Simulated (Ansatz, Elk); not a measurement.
# Li4Lu: X-ray structure factors from the self-consistent density

Structure refinements treat a crystal as free atoms side by side. For a made-up structure of Li4Lu (cell and positions from a PBE relaxation) the runs below show what the calculated density changes in F(hkl).

Calculated with Elk 11.2.3 (patched build); DFT, PBE, all-electron APW+lo, Dirac cores, scalar-relativistic bands, static density, no spin.

The structure was built from a prototype and need not be the compound's stable phase.

### Step 1. Starting point

The structure is tetragonal, space group I4/m (No. 87). The conventional cell has a = 7.929 Å, b = 7.929 Å, c = 3.426 Å, α = 90.00°, β = 90.00°, γ = 90.00°. Nearest to Lu lie 12 Li at 3.25 to 3.30 Å and 2 Lu at 3.43 Å. Nearest to Li lie 6 Li at 2.91 to 2.94 Å and 3 Lu at 3.25 to 3.30 Å. Farther neighbours are not listed.

### Step 2. Ground state and structure factors

An all-electron density is needed, since X-rays see the cores too. Task 0 finds the density and task 195 Fourier-transforms it; tshift is off so that phases refer to the origin typed.

elk.in

```
tasks
  0
  195

xctype
  20

spinpol
  .false.

rgkmax
  7.0

gmaxvr
  14.0

lmaxo
  7

lmaxapw
  8

swidth
  0.002

tshift
  .false.

ramdisk
  .false.

hmaxvr
  5.5

maxscl
  120

epspot
  1e-06

sppath
  './'

avec
  -7.49167780336 7.49167780336 3.23732154696
  7.49167780336 -7.49167780336 3.23732154696
  7.49167780336 7.49167780336 -3.23732154696

atoms
  2
  'Lu.in'
  1
  -0.0000000000 0.0000000000 0.0000000000   0.000000 0.000000 0.000000
  'Li.in'
  4
  0.8258303134 0.3777121729 0.2035424863   0.000000 0.000000 0.000000
  0.6222878271 0.8258303134 0.4481181406   0.000000 0.000000 0.000000
  0.1741696866 0.6222878271 0.7964575137   0.000000 0.000000 0.000000
  0.3777121729 0.1741696866 0.5518818594   0.000000 0.000000 0.000000

ngridk
  7 7 7
```

Launch:

```console
> OMP_NUM_THREADS=4 elk
```

Numbers of over 12 decimals in the logs are rounded to 6 here.

Output:

```text
┌─────────────────────────┐
│ Elk code version 11.2.3 │
└─────────────────────────┘

All units are atomic (Hartree, Bohr, etc.)

┌─────────────────────────────────────────────────┐
│ Ground-state run starting from atomic densities │
└─────────────────────────────────────────────────┘

Lattice vectors :
  -7.491677803       7.491677803       3.237321547
   7.491677803      -7.491677803       3.237321547
   7.491677803       7.491677803      -3.237321547

Reciprocal lattice vectors :
 -0.3323814514E-18  0.4193443359      0.9704295999
  0.4193443359     -0.3323814514E-18  0.9704295999
  0.4193443359      0.4193443359      0.3235566165E-17

Unit cell volume      :    726.7817473
Brillouin zone volume :   0.3412994539

Muffin-tin inner radius fraction :   0.1000000000E-01

Nuclei treated as point charges

Species : 1 (Lu)
 parameters loaded from : Lu.in
 name : lutetium
 nuclear charge    :   -71.00000000
 electronic charge :    71.00000000
 atomic mass :    318945.3298
 muffin-tin radius :    2.800000000
 number of radial points in muffin-tin :   1393
 inner part over the whole radius :   0.9962478555E-02
 number on inner part of muffin-tin    :    999
 approximate nuclear radius :   0.9954169502E-04
 number of mesh points to nuclear radius :    517
 atomic positions (lattice), magnetic fields (Cartesian) :
  1 :   0.00000000  0.00000000  0.00000000    0.00000000  0.00000000  0.00000000

Species : 2 (Li)
 parameters loaded from : Li.in
 name : lithium
 nuclear charge    :   -3.000000000
 electronic charge :    3.000000000
 atomic mass :    12652.66898
 muffin-tin radius :    1.800000000
 number of radial points in muffin-tin :    593
 inner part over the whole radius :   0.9806707936E-02
 number on inner part of muffin-tin    :    401
 approximate nuclear radius :   0.4000070961E-04
 number of mesh points to nuclear radius :    148
 atomic positions (lattice), magnetic fields (Cartesian) :
  1 :  -0.17416969  0.37771217  0.20354249    0.00000000  0.00000000  0.00000000
  2 :  -0.37771217 -0.17416969  0.44811814    0.00000000  0.00000000  0.00000000
  3 :   0.17416969 -0.37771217 -0.20354249    0.00000000  0.00000000  0.00000000
  4 :   0.37771217  0.17416969 -0.44811814    0.00000000  0.00000000  0.00000000

Total number of atoms per unit cell :    5
Total muffin-tin volume :    189.6684205
 ratio of muffin-tin to unit cell volume :   0.2609702585

Spin treatment :
 spin-unpolarised

Number of Bravais lattice symmetries :   16
Number of crystal symmetries         :    8
Crystal has inversion symmetry
Real symmetric eigensolver will be used

k-point grid :      7     7     7
k-point offset :    0.000000000       0.000000000       0.000000000
k-point set is reduced with full crystal symmetry group
Total number of k-points :       52

Muffin-tin radius times maximum |G+k| :    7.000000000
 using average radius
Maximum |G+k| for APW functions       :    3.500000000
Maximum (1/2)|G+k|²                   :    6.125000000
Maximum |G| for potential and density :    14.00000000
Constant for pseudocharge density :   10
 order of it for each species :   17  17
 order of it for pair densities of each species (exact exchange by exxq0 0: 18) :   17   7
Radial integration step length :    1

G-vector grid sizes :     50    50    50
Number of G-vectors :    33691

Maximum angular momentum used for
 APW functions            :    8
 outer part of muffin-tin :    7
 inner part of muffin-tin :    2

Total nuclear charge    :   -83.00000000
Total core charge       :    46.00000000
Total valence charge    :    37.00000000
Total excess charge     :    0.000000000
Total electronic charge :    83.00000000

Effective Wigner radius, rₛ :    1.278632591

Number of empty states         :     20
Total number of valence states :     39
Total number of core states    :     46

Third-order local-orbitals added for an l without core states : T
Total number of local-orbitals :     70

Exchange-correlation functional :     20     0     0
[...]
electron entropic           :    -0.11061325339967E-02
 total energy                :     -14614.077749885

Density of states at Fermi energy :    85.17763062
 (states/Hartree/unit cell)

Estimated indirect band gap :   0.1190967152E-02
 from k-point 5 to k-point 42
Estimated direct band gap   :   0.5394632076E-02
 at k-point 5

Charges :
 core                        :    46.00000000
 valence                     :    37.00000000
 interstitial                :    5.706276879
 muffin-tins (core leakage)
  species : 1 (Lu)
   atom 1                    :    68.67627065     (  0.3425047126E-06)
  species : 2 (Li)
   atom 1                    :    2.154363117     (   0.000000000    )
   atom 2                    :    2.154363117     (   0.000000000    )
[...]
total in muffin-tins        :    77.29372312
 total calculated charge     :    83.00001928
 total charge                :    83.00000000
 error                       :   0.1928311914E-04

RMS change in Kohn-Sham potential (target) :    9.272125967     (  0.1000000000E-05)
Absolute change in total energy (target)   :    2.866725105     (  0.1000000000E-03)

[... loops 3 to 16 left out ...]

┌──────────────────┐
│ Loop number : 17 │
└──────────────────┘

Energies :
 Fermi                       :     0.82825041811464E-01
 sum of occupied eigenvalues :     -8942.8555370634
 electron kinetic            :      16284.549450656
 core electron kinetic       :      15763.187039604
 Coulomb                     :     -30586.042689823
 Coulomb potential           :     -24822.486568932
 nuclear-nuclear             :     -797.12745303015
 electron-nuclear            :     -34763.028838239
 Hartree                     :      4974.1136014461
 Madelung                    :     -18174.799405357
 xc potential                :     -404.91841878718
 exchange                    :     -305.17335685459
 correlation                 :     -4.552965
 electron entropic           :    -0.12780109722304E-02
 total energy                :     -14611.220838566

Density of states at Fermi energy :    101.7935367
 (states/Hartree/unit cell)

Estimated indirect band gap :   0.4456457519E-03
 from k-point 14 to k-point 23
Estimated direct band gap   :   0.4834041094E-02
 at k-point 18

Charges :
 core                        :    46.00000000
 valence                     :    37.00000000
 interstitial                :    5.429217376
 muffin-tins (core leakage)
  species : 1 (Lu)
   atom 1                    :    69.04704494     (  0.3108394608E-06)
  species : 2 (Li)
[...]
total in muffin-tins        :    77.57078262
 total calculated charge     :    83.00003972
 total charge                :    83.00000000
 error                       :   0.3971571597E-04

RMS change in Kohn-Sham potential (target) :   0.2972067221E-06 (  0.1000000000E-05)
Absolute change in total energy (target)   :   0.7408365491E-05 (  0.1000000000E-03)

Convergence targets achieved

┌──────────────────┐
│ Loop number : 18 │
└──────────────────┘

Energies :
 Fermi                       :     0.82825039280516E-01
 sum of occupied eigenvalues :     -8942.8555448723
 electron kinetic            :      16284.549455097
 core electron kinetic       :      15763.187035409
 Coulomb                     :     -30586.042703389
 Coulomb potential           :     -24822.486557478
 nuclear-nuclear             :     -797.12745303015
 electron-nuclear            :     -34763.028876770
 Hartree                     :      4974.1136264108
 Madelung                    :     -18174.799424650
 xc potential                :     -404.91844249132
 exchange                    :     -305.17335750876
 correlation                 :     -4.552965
 electron entropic           :    -0.12780109194350E-02
 total energy                :     -14611.220848353

Density of states at Fermi energy :    101.7935310
 (states/Hartree/unit cell)

Estimated indirect band gap :   0.4456450363E-03
 from k-point 14 to k-point 23
Estimated direct band gap   :   0.4834041966E-02
 at k-point 18

Charges :
 core                        :    46.00000000
 valence                     :    37.00000000
 interstitial                :    5.429217253
 muffin-tins (core leakage)
  species : 1 (Lu)
   atom 1                    :    69.04704510     (  0.3108386437E-06)
  species : 2 (Li)
[...]
atom 2                    :    2.130934412     (   0.000000000    )
   atom 3                    :    2.130934412     (   0.000000000    )
   atom 4                    :    2.130934412     (   0.000000000    )
 total in muffin-tins        :    77.57078275
 total calculated charge     :    83.00003972
 total charge                :    83.00000000
 error                       :   0.3971572562E-04

┌──────────────────────────────┐
│ Self-consistent loop stopped │
└──────────────────────────────┘

Wrote STATE.OUT
```

Wall time 94 s (4 threads of Arm Neoverse N1, shared host); peak memory 0.2 GiB; 5 min of CPU time.

SFACRHO.OUT:

```text

h k l indices transformed by vhmat matrix:
   1.000000000       0.000000000       0.000000000    
   0.000000000       1.000000000       0.000000000    
   0.000000000       0.000000000       1.000000000    

      h      k      l  multipl.   |H|            Re(F)            Im(F)           |F|

      0      0      0      1   0.0000000       83.000000      0.62269576E-16   83.000000    
      1     -1      0      4  0.59304245       64.337385     -0.12607654E-14   64.337385    
      1     -1      1      4  0.83868867       62.623902     -0.31519134E-15   62.623902    
      0     -1      0      8   1.0571581       61.591928     -0.12607654E-14   61.591928    
     -2      2      0      4   1.1860849       61.268919     -0.15759567E-14   61.268919    
     -1      1     -2      4   1.3260832       60.953715     -0.94557402E-15   60.953715    
     -2      2     -1      4   1.3260832       66.109743     -0.78797835E-16   66.109743    
      0     -1     -1      8   1.3494376       56.309472     -0.94557402E-15   56.309472    
     -1      0     -1      8   1.3494376       66.222890      -0.0000000       66.222890    
     -1      2     -2      8   1.5888300       56.327431      0.15759567E-14   56.327431    
     -2      2     -2      4   1.6773773       52.178846     -0.13198637E-14   52.178846    
      0      0     -3      4   1.7791273       51.213918     -0.17335524E-14   51.213918    
     -3      2      1      8   1.7966022       52.455336      0.31519134E-14   52.455336    
     -1      0      3      8   1.7966022       55.376782     -0.63038268E-15   55.376782    
     -1      1      3      4   1.8753649       53.066988     -0.63038268E-15   53.066988    
      1     -1      3      4   1.8753649       59.242980     -0.63038268E-15   59.242980    
     -1     -1      1      2   1.9408592       59.776440     -0.10119523E-14   59.776440    
      2     -3     -1      8   1.9827199       50.877247     -0.15759567E-14   50.877247
```

Elk indexes on the primitive cell of elk.in and gives |H| = 4π sin θ/λ in inverse bohr. Below, one row stands for each form hkl of the conventional cell (m members, Friedel mates merged), F is for one primitive cell and the density is static (no thermal factor). Free-atom factors are Waasmaier and Kirfel's, and R is Σm||F|−|F'||/Σm|F|.

```tsv
hkl	m	sin θ/λ (Å⁻¹)	abs F, DFT	neutral atoms	diff.
110	4	0.089	64.337	64.454	-0.117
200	4	0.126	62.624	62.844	-0.220
101	8	0.159	61.592	61.874	-0.282
220	4	0.178	61.269	61.409	-0.140
310	4	0.199	60.954	61.054	-0.100
130	4	0.199	66.110	66.337	-0.227
121	8	0.203	56.309	56.359	-0.050
211	8	0.203	66.223	66.451	-0.229
301	8	0.239	56.327	56.413	-0.086
400	4	0.252	52.179	52.261	-0.082
330	4	0.268	51.214	51.306	-0.092
321	8	0.270	52.455	52.535	-0.080
231	8	0.270	55.377	55.471	-0.094
240	4	0.282	53.067	53.184	-0.117
```

### Step 3. The highest occupied states alone

An energy window below the Fermi level keeps the highest occupied states, to see at which angles they scatter; shallow core shells can lie inside it and anion s states outside. No new self-consistency is needed.

elk.in: that of step 2 with these lines changed.

```diff
@@ -1,3 +1,2 @@
 tasks
-  0
   195
@@ -40,2 +39,5 @@
 
+wsfac
+  -0.358170 0.382830
+
 sppath
```

Launch:

```console
> OMP_NUM_THREADS=4 elk
```

Output:

```text
┌─────────────────────────────────┐
│ Elk code version 11.2.3 started │
└─────────────────────────────────┘

Info(readinput): the functional depends on the density's gradient
 muffin-tin radial points multiplied by    2.00000
 (not where nrmtscf is given)

┌────────────────────┐
│ Current task : 195 │
└────────────────────┘

Info(sfacrho): density structure factors written to SFACRHO.OUT

 Energy window :  -0.3581700000      0.3828300000

┌──────────────────┐
│ Elk code stopped │
└──────────────────┘
```

Run time: 16 s. Hardware: 4 threads; peak memory 0.17 GiB.

States within 12 eV below the Fermi level hold 21.00 electrons; any levels below the window count with the cores. Their amplitudes can exceed the total, where window and core parts have opposite phase:

```tsv
hkl	sin θ/λ (Å⁻¹)	abs F, window	abs F, all
110	0.089	14.205	64.337
200	0.126	13.182	62.624
101	0.159	12.325	61.592
220	0.178	12.020	61.269
310	0.199	11.585	60.954
130	0.199	11.430	66.110
121	0.203	11.587	56.309
211	0.203	11.345	66.223
301	0.239	10.769	56.327
400	0.252	10.503	52.179
```

### Step 4. Another functional

The difference from free atoms is small, so it is set against the change that LDA (Perdew-Wang) makes.

elk.in: that of step 3 with these lines changed.

```diff
@@ -1,2 +1,3 @@
 tasks
+  0
   195
@@ -4,3 +5,3 @@
 xctype
-  20
+  3
 
@@ -39,5 +40,2 @@
 
-wsfac
-  -0.358170 0.382830
-
 sppath
```

Launch:

```console
> OMP_NUM_THREADS=4 elk
```

Output:

```text
┌─────────────────────────┐
│ Elk code version 11.2.3 │
└─────────────────────────┘

All units are atomic (Hartree, Bohr, etc.)

┌─────────────────────────────────────────────────┐
│ Ground-state run starting from atomic densities │
└─────────────────────────────────────────────────┘

Lattice vectors :
  -7.491677803       7.491677803       3.237321547
   7.491677803      -7.491677803       3.237321547
   7.491677803       7.491677803      -3.237321547

Reciprocal lattice vectors :
 -0.3323814514E-18  0.4193443359      0.9704295999
[...]
interstitial                :    5.380805721
 muffin-tins (core leakage)
  species : 1 (Lu)
   atom 1                    :    69.09245372     ( -0.4409821607E-05)
  species : 2 (Li)
[...]
atom 3                    :    2.131685139     (   0.000000000    )
   atom 4                    :    2.131685139     (   0.000000000    )
 total in muffin-tins        :    77.61919428
 total calculated charge     :    83.00004316
 total charge                :    83.00000000
 error                       :   0.4316138464E-04

┌──────────────────────────────┐
│ Self-consistent loop stopped │
└──────────────────────────────┘

Wrote STATE.OUT
[key lines of the parts left out:]
total energy                :     -14601.940374306
```

The job ended after 65 s (4 threads; peak memory 0.18 GiB; 3.6 min of CPU time).

Against the first run R = 0.05 %; the largest change is -0.058 at 004.

### Step 5. A coarser k-mesh

About half the k-points along each axis test the sampling.

elk.in: that of step 4 with these lines changed.

```diff
@@ -5,3 +5,3 @@
 xctype
-  3
+  20
 
@@ -61,2 +61,2 @@
 ngridk
-  7 7 7
+  4 4 4
```

Launch:

```console
> OMP_NUM_THREADS=4 elk
```

Output:

```text
┌─────────────────────────┐
│ Elk code version 11.2.3 │
└─────────────────────────┘

All units are atomic (Hartree, Bohr, etc.)

┌─────────────────────────────────────────────────┐
│ Ground-state run starting from atomic densities │
└─────────────────────────────────────────────────┘

Lattice vectors :
  -7.491677803       7.491677803       3.237321547
   7.491677803      -7.491677803       3.237321547
   7.491677803       7.491677803      -3.237321547

Reciprocal lattice vectors :
 -0.3323814514E-18  0.4193443359      0.9704295999
[...]
interstitial                :    5.437325726
 muffin-tins (core leakage)
  species : 1 (Lu)
   atom 1                    :    69.03806470     (  0.3105717354E-06)
  species : 2 (Li)
[...]
atom 3                    :    2.131152393     (   0.000000000    )
   atom 4                    :    2.131152393     (   0.000000000    )
 total in muffin-tins        :    77.56267427
 total calculated charge     :    83.00003585
 total charge                :    83.00000000
 error                       :   0.3584650932E-04

┌──────────────────────────────┐
│ Self-consistent loop stopped │
└──────────────────────────────┘

Wrote STATE.OUT
[key lines of the parts left out:]
total energy                :     -14611.223083945
```

Run time: 46 s. Hardware: 4 threads; peak memory 0.2 GiB.

Against the first run R = 0.00 %; the largest change is -0.013 at 200.

### Step 6. Settings against the effect

```tsv
run	R against the first run (%)	R against neutral atoms, low angle (%)	wall time
PBE, rgkmax 7	0.00	0.23	94 s
LDA (Perdew-Wang)	0.05	0.24	65 s
k-mesh 4×4×4	0.00	0.23	46 s
```

### Step 7. Outcome

| Property | Result |
| --- | --- |
| R against neutral atoms, sin θ/λ < 0.3 Å⁻¹ | 0.23 % |
| R against neutral atoms, 0.3 to 0.65 Å⁻¹ | 0.23 % |

Independent neutral atoms miss the calculated amplitudes by R = 0.23 % below 0.3 Å⁻¹ and 0.23 % from there to 0.65 Å⁻¹; by shells, 0.27 % below 0.15 Å⁻¹ (2 forms), 0.23 % 0.15 to 0.3 (16 forms), 0.20 % 0.3 to 0.45 (34 forms), 0.25 % above 0.45 (97 forms). Bonding, aspherical density and the tables' own atoms all enter these figures, and the runs don't part them. The largest change of an amplitude is -0.28 electrons, at 101. The window's part falls from 21.0 electrons at the origin to at most 6.12 between 0.45 and 0.65 Å⁻¹, where compact states inside the window still scatter. Below 0.3 Å⁻¹ the changes that finished (LDA (Perdew-Wang) and k-mesh 4×4×4) move F by R = 0.03 % at most, against the 0.23 % that separates it from free atoms. The basis has no finished test. Spin-orbit coupling is left out, which can matter for elements this heavy. Part of the difference isn't bonding: the tables are fits to free atoms and ions calculated by other methods than this functional. Thermal motion, anomalous dispersion and extinction are left out.

[Logs are printed without paths, hosts, clocks, repeated set-up lines and the standing remarks that a program may print on its own settings, such as how far it seeks lower states.]

[Hosts, paths, dates, database ids (printed as entryN), source tags and the programs' standing remarks are cut or masked in the printed files.]
